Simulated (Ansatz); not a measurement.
# Stretching the Rh chain started as a zigzag, part 2 of 2

Aim: how do moment and conductance of the Rh chain started as a zigzag follow its length?

Ansatz 0.2.0; DFT PBE, plane waves, PAW; relaxation of a chain's period (the session's first sound run).

So far, conductance of the lead as this run defines it (G₀): step 4 (the chain at a fixed length, period over the relaxed period …) 7.30; step 8 (other starting moments, period over the relaxed period 0.96 …) 6.59; step 10 (other starting moments, period over the relaxed period 1 …) 4.29; step 12 (other starting moments, period over the relaxed period 1.04 …) 3.97; step 14 (other starting moments, period over the relaxed period 1.08 …) 3.97.

In doubt: warnings of the run leave room for a lower electronic state (step 3), so energies may not be the lowest and differences between runs may mislead.

## (15) Strain along the wire, period over the relaxed period 1.13, k-mesh 1×1×28

This step: DFT PBE, plane waves, PAW; relaxation at a fixed period (Ansatz 0.2.0).

The period is set to 1.13 times the relaxed one and the atoms relax within it: the two rows can move towards or away from each other, so bond angles take up part of the strain.

The cell differs from the one that the last finished run ended in (c 2.750 → 2.877 Å).

Input file input.yaml:

```yaml
crystal:
  lattice:
    - [9.0, 0.0, 0.0]
    - [0.0, 7.5, 0.0]
    - [0.0, 0.0, 2.8774058274]
  atoms:
    - { symbol: Rh, position: [0.381138443, 0.5, 0.0], spin: 1.2 }
    - { symbol: Rh, position: [0.618861557, 0.5, 0.5], spin: 1.2 }
magnetization:
  spin_polarized: true
kpoints:
  mp_grid: { grid: [1, 1, 28] }
scf:
  occupations: { method: fermi_dirac, width: 0.05 }
hamiltonian:
  xc: pbe
relax:
  max_steps: 40
```

Run with:

```console
$ ansatz run input.yaml --threads 4 --pin off --max-ram 8192MiB --backend cpu --events-out ev --progress --plain --runs-dir out
```

Elapsed: 7.7 s, on 4 threads of Arm Neoverse V2, shared host; peak memory 0.49 GiB; 29 s of CPU time.

The relaxation ends 64 meV an atom lower, with a largest force component of 9.8e-5 eV/Å.

## (16) The chain at a fixed length, period over the relaxed period 1.13, k-mesh 1×1×28

This step: DFT PBE, plane waves, PAW; channels and complex bands of a perfect chain (Ansatz 0.2.0).

The period is set to 1.13 times the relaxed one: the two rows can move towards or away from each other, so bond angles take up part of the strain.

input.yaml, the sections that differ from step 15:

```yaml
crystal:
  lattice:
    - [9.0, 0.0, 0.0]
    - [0.0, 7.5, 0.0]
    - [0.0, 0.0, 2.8774058274]
  atoms:
    - { symbol: Rh, position: [0.3907675396, 0.5, 0.0], spin: 1.14 }
    - { symbol: Rh, position: [0.6092324604, 0.5, 0.5], spin: 1.14 }
output:
  transmission:
    e_range: [-2, 2]
    de: 0.035
    kmesh: [1, 1]
    reduced_basis: true
    leads: [[0, 0]]
  stress: true
# magnetization, kpoints, scf, hamiltonian: as in step 15
# relax: removed
```

The job ended after 47 s (4 threads; peak memory 0.63 GiB; 2.8 min of CPU time).

At the computed energy nearest the Fermi level there are 2 spin-up and 6 spin-down channels, and the thermal average gives 4.17 G₀. The change of length costs 0.342 eV a cell and leaves an absolute moment of 2.80 μB a cell.

## (17) At a strained period, period over the relaxed period 1.2, k-mesh 1×1×27

This step: DFT PBE, plane waves, PAW; relaxation at a fixed period (Ansatz 0.2.0).

The period is set to 1.2 times the relaxed one and the atoms relax within it: the two rows can move towards or away from each other, so bond angles take up part of the strain.

The cell differs from the one that the last finished run ended in (c 2.877 → 3.056 Å).

input.yaml, the sections that differ from step 16:

```yaml
crystal:
  lattice:
    - [9.0, 0.0, 0.0]
    - [0.0, 7.5, 0.0]
    - [0.0, 0.0, 3.0556522061]
  atoms:
    - { symbol: Rh, position: [0.381138443, 0.5, 0.0], spin: 1.2 }
    - { symbol: Rh, position: [0.618861557, 0.5, 0.5], spin: 1.2 }
kpoints:
  mp_grid: { grid: [1, 1, 27] }
relax:
  max_steps: 40
# magnetization, scf, hamiltonian: as in step 16
# output: removed
```

Elapsed: 9.6 s, on 4 threads; peak memory 0.51 GiB.

The relaxation ends 143 meV an atom lower, with a largest force component of 9.3e-4 eV/Å.

## (18) The chain at a fixed length, period over the relaxed period 1.2, k-mesh 1×1×27

This step: DFT PBE, plane waves, PAW; channels and complex bands of a perfect chain (Ansatz 0.2.0).

The period is set to 1.2 times the relaxed one: the two rows can move towards or away from each other, so bond angles take up part of the strain.

input.yaml, the sections that differ from step 17:

```yaml
crystal:
  lattice:
    - [9.0, 0.0, 0.0]
    - [0.0, 7.5, 0.0]
    - [0.0, 0.0, 3.0556522061]
  atoms:
    - { symbol: Rh, position: [0.3961217977, 0.5, 0.0], spin: 1.13 }
    - { symbol: Rh, position: [0.6038782023, 0.5, 0.5], spin: 1.13 }
output:
  transmission:
    e_range: [-2, 2]
    de: 0.035
    kmesh: [1, 1]
    reduced_basis: true
    leads: [[0, 0]]
  stress: true
# magnetization, kpoints, scf, hamiltonian: as in step 17
# relax: removed
```

It took 51 s on 4 threads; peak memory 0.62 GiB; 2.9 min of CPU time.

At the computed energy nearest the Fermi level there are 2 spin-up and 2 spin-down channels, and the thermal average gives 2.47 G₀. The change of length costs 0.597 eV a cell and leaves an absolute moment of 2.78 μB a cell.

## (19) Strain along the wire, period over the relaxed period 1.3, k-mesh 1×1×25

This step: DFT PBE, plane waves, PAW; relaxation at a fixed period (Ansatz 0.2.0).

The period is set to 1.3 times the relaxed one and the atoms relax within it: the two rows can move towards or away from each other, so bond angles take up part of the strain.

The cell differs from the one that the last finished run ended in (c 3.056 → 3.310 Å).

input.yaml, the sections that differ from step 18:

```yaml
crystal:
  lattice:
    - [9.0, 0.0, 0.0]
    - [0.0, 7.5, 0.0]
    - [0.0, 0.0, 3.3102898899]
  atoms:
    - { symbol: Rh, position: [0.381138443, 0.5, 0.0], spin: 1.2 }
    - { symbol: Rh, position: [0.618861557, 0.5, 0.5], spin: 1.2 }
kpoints:
  mp_grid: { grid: [1, 1, 25] }
relax:
  max_steps: 40
# magnetization, scf, hamiltonian: as in step 18
# output: removed
```

The job ended after 9.5 s (4 threads; peak memory 0.52 GiB; 36 s of CPU time).

The relaxation ends 358 meV an atom lower, with a largest force component of 1.4e-4 eV/Å.

## (20) Side by side

Times are for 4 threads of Arm Neoverse V2, shared host. The runs compared:

```tsv
no.	period over the relaxed period	k-mesh	free energy less the lowest (eV)	total moment (μB)	absolute moment (μB)	time	memory (GiB)
1	0.88	1×1×36	0.1484	0	0	13 s	0.46
2	0.92	1×1×35	0.03463	0.8385	0.8428	9 s	0.47
3	0.96	1×1×33	0.005967	1.340	1.357	7.7 s	0.47
4	1	1×1×32	0	2.773	2.795	4.5 s	0.48
5	1.04	1×1×31	0.04320	2.804	2.844	5.4 s	0.48
6	1.08	1×1×30	0.1546	2.761	2.814	7 s	0.49
7	1.13	1×1×28	0.3349	2.737	2.795	7.7 s	0.49
8	1.2	1×1×27	0.5910	2.697	2.783	9.6 s	0.51
9	1.3	1×1×25	0.7199	2.965	3.084	9.5 s	0.52
```

## (21) The chain at a fixed length, period over the relaxed period 1.3, k-mesh 1×1×25

This step: DFT PBE, plane waves, PAW; channels and complex bands of a perfect chain (Ansatz 0.2.0).

The period is set to 1.3 times the relaxed one: the two rows can move towards or away from each other, so bond angles take up part of the strain.

input.yaml, the sections that differ from step 19:

```yaml
crystal:
  lattice:
    - [9.0, 0.0, 0.0]
    - [0.0, 7.5, 0.0]
    - [0.0, 0.0, 3.3102898899]
  atoms:
    - { symbol: Rh, position: [0.4078530255, 0.5, 0.0], spin: 1.24 }
    - { symbol: Rh, position: [0.5921469745, 0.5, 0.5], spin: 1.24 }
output:
  transmission:
    e_range: [-2, 2]
    de: 0.035
    kmesh: [1, 1]
    reduced_basis: true
    leads: [[0, 0]]
  stress: true
# magnetization, kpoints, scf, hamiltonian: as in step 19
# relax: removed
```

Run time: 52 s. Hardware: 4 threads; peak memory 0.67 GiB.

Table of open channels of the lead by energy, zero at the Fermi level:

```tsv
energy (eV)	spin up	spin down
-2.000	1	3
-1.895	1	2
-1.790	2	2
-1.685	2	2
-1.615	2	2
-1.510	2	2
-1.405	3	2
-1.300	3	2
-1.195	3	2
-1.090	3	2
-0.985	5	2
-0.915	5	2
-0.810	2	2
-0.705	0	2
-0.600	2	2
-0.495	2	0
-0.390	2	2
-0.285	2	2
-0.215	2	3
-0.110	2	3
-0.005	2	2
0.100	2	2
0.205	2	2
0.310	2	6
0.415	2	4
0.485	1	2
0.590	1	2
0.695	2	2
0.800	2	2
0.905	2	2
1.010	2	2
1.115	2	2
1.185	2	2
1.290	2	3
1.395	2	2
1.500	2	2
1.605	2	2
1.710	2	2
1.815	2	2
1.885	2	2
```

At the computed energy nearest the Fermi level there are 2 spin-up and 2 spin-down channels, and the thermal average gives 2.10 G₀. The change of length costs 0.717 eV a cell and leaves an absolute moment of 3.08 μB a cell.

## (22) Comparing the runs

Times are for 4 threads of Arm Neoverse V2, shared host. The runs compared:

```tsv
no.	period over the relaxed period	conductance of the lead as this run defines it (G₀)	absolute moment (μB)	energy at zero smearing less the lowest (eV)	time	memory (GiB)
1	0.88	7.296	0.07175	0.1515	64 s	0.66
2	0.92	7.108	0.8428	0.04056	53 s	0.66
3	0.96	6.595	1.356	0.009076	65 s	0.74
4	1	4.285	2.795	0	66 s	0.75
5	1.04	3.972	2.844	0.04265	63 s	0.74
6	1.08	3.972	2.814	0.1565	61 s	0.71
7	1.13	4.168	2.795	0.3416	47 s	0.63
8	1.2	2.467	2.783	0.5967	51 s	0.62
9	1.3	2.103	3.084	0.7173	52 s	0.67
```

## (23) A repeat with changed settings

This step: DFT PBE, plane waves, PAW; channels and complex bands of a perfect chain; changed: basis.ecutwfc = "20 eV", scf.max_iter = 75 (Ansatz 0.2.0).

The input of the run at the relaxed period is made doubtful on purpose.

input.yaml, the sections that differ from step 21:

```yaml
crystal:
  lattice:
    - [9.0, 0.0, 0.0]
    - [0.0, 7.5, 0.0]
    - [0.0, 0.0, 2.5463768384]
  atoms:
    - { symbol: Rh, position: [0.3814437656, 0.5, 0.0], spin: 1.16 }
    - { symbol: Rh, position: [0.6185562344, 0.5, 0.5], spin: 1.16 }
kpoints:
  mp_grid: { grid: [1, 1, 32] }
scf:
  occupations: { method: fermi_dirac, width: 0.05 }
  max_iter: 75
basis:
  ecutwfc: "20 eV"
# magnetization, hamiltonian, output: as in step 21
```

The job ended after 9.1 s (4 threads; peak memory 0.29 GiB; 12 s of CPU time).

Residual by cycle:

cycle, log10 residual and a bar from the least value:
```
        1        3.6 ##############################
        2        3.4 ##############################
        4        1.4 #########################
        5        0.8 ########################
        6        0.2 #######################
        7       -1.2 ####################
        9       -3.2 ################
       10       -5.3 ###########
       11       -6.8 ########
       12       -8.4 #####
       14       -9.8 ##
       15      -10.7
```

The run finished. A setting was moved off its sound value on purpose, so it serves as a test and not as the result.

The fault put into the input: a cutoff far too low (basis.ecutwfc = "20 eV").

## (24) Summary of results

```json
{
 "relaxed cell length": "2.546 Å",
 "conductance at period × 0.88": "7.30 G₀",
 "conductance at period × 1.0": "4.29 G₀",
 "conductance at period × 1.13": "4.17 G₀",
 "conductance at period × 1.3": "2.10 G₀",
 "absolute moment at period × 0.88": "0.0718 μB",
 "absolute moment at period × 1.0": "2.80 μB",
 "absolute moment at period × 1.3": "3.08 μB"
}
```

What this shows: The moment is 0.07 μB at the shortest period and 3.08 μB at the longest. The conductance goes from 7.30 G₀ at the shortest period to 2.10 G₀ at the longest, while the magnetic state changes too. At the relaxed period it forms two rows 2.14 Å apart, with 2.49 Å between atoms of unlike rows and 2.55 Å along a row: a strip of triangles. Transport is coherent and elastic here: the atoms are frozen, so scattering by vibrations plays no part. No search over magnetic orders was made; another may lie lower.

[Logs are printed without paths, hosts, clocks, repeated set-up lines and the standing remarks that a program may print on its own settings, such as how far it seeks lower states.]

[Hosts, paths, dates, database ids (printed as entryN), source tags and the programs' standing remarks are cut or masked in the printed files.]
